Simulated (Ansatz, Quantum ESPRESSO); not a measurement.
# 1T-SnS2, 3 layers, AA stacking against a metal electrode: the electrode's level over the Fermi level at a withheld member of a series

**Set-up.** Quantum ESPRESSO 7.5, PBE, GBRV ultrasoft. The slab is relaxed neutral under PBE-D3(BJ), then held. ESM with bc3: vacuum below and a metal electrode about 6 Å above the top atoms. Fermi-Dirac smearing of 0.004 Ry and a dense mesh. Charges are set per cell from the starting area. The series steps the charge of the slab (positive: electrons removed).

| charge of the slab | electrode's level over the Fermi level (eV) |
| --- | --- |
| 1 ×10¹³ e/cm² | 7.226 |
| 2 ×10¹³ e/cm² | 7.960 |
| 3 ×10¹³ e/cm² | 8.673 |
| 4.5 ×10¹³ e/cm² | 9.729 |
| 6 ×10¹³ e/cm² | 10.782 |
| 7 ×10¹³ e/cm² | 11.483 |

**Question.** What is the electrode's level over the Fermi level at 8 ×10¹³ e/cm²?

By hand: The rows at 6 ×10¹³ e/cm² and 7 ×10¹³ e/cm² give a slope of (11.483 − (10.782))/(7 − (6)) = 0.701, so a straight line gives 12.184 eV. A parabola through these and the row at 4.5 ×10¹³ e/cm² gives 12.183 eV.

What the calculation gave: 12.186 eV. The line misses by −0.002 and the parabola by −0.003 eV. Both misses are under 5 % of the step from the nearer row.

Caveats: Vacuum fills the gap; ions don't answer the charge; added electrons can spill towards the electrode at the most negative charges. Charges count on the starting cell, which the relaxation changed by some per cent. Members without a usable value, or on the other side of zero field or charge, are not listed.
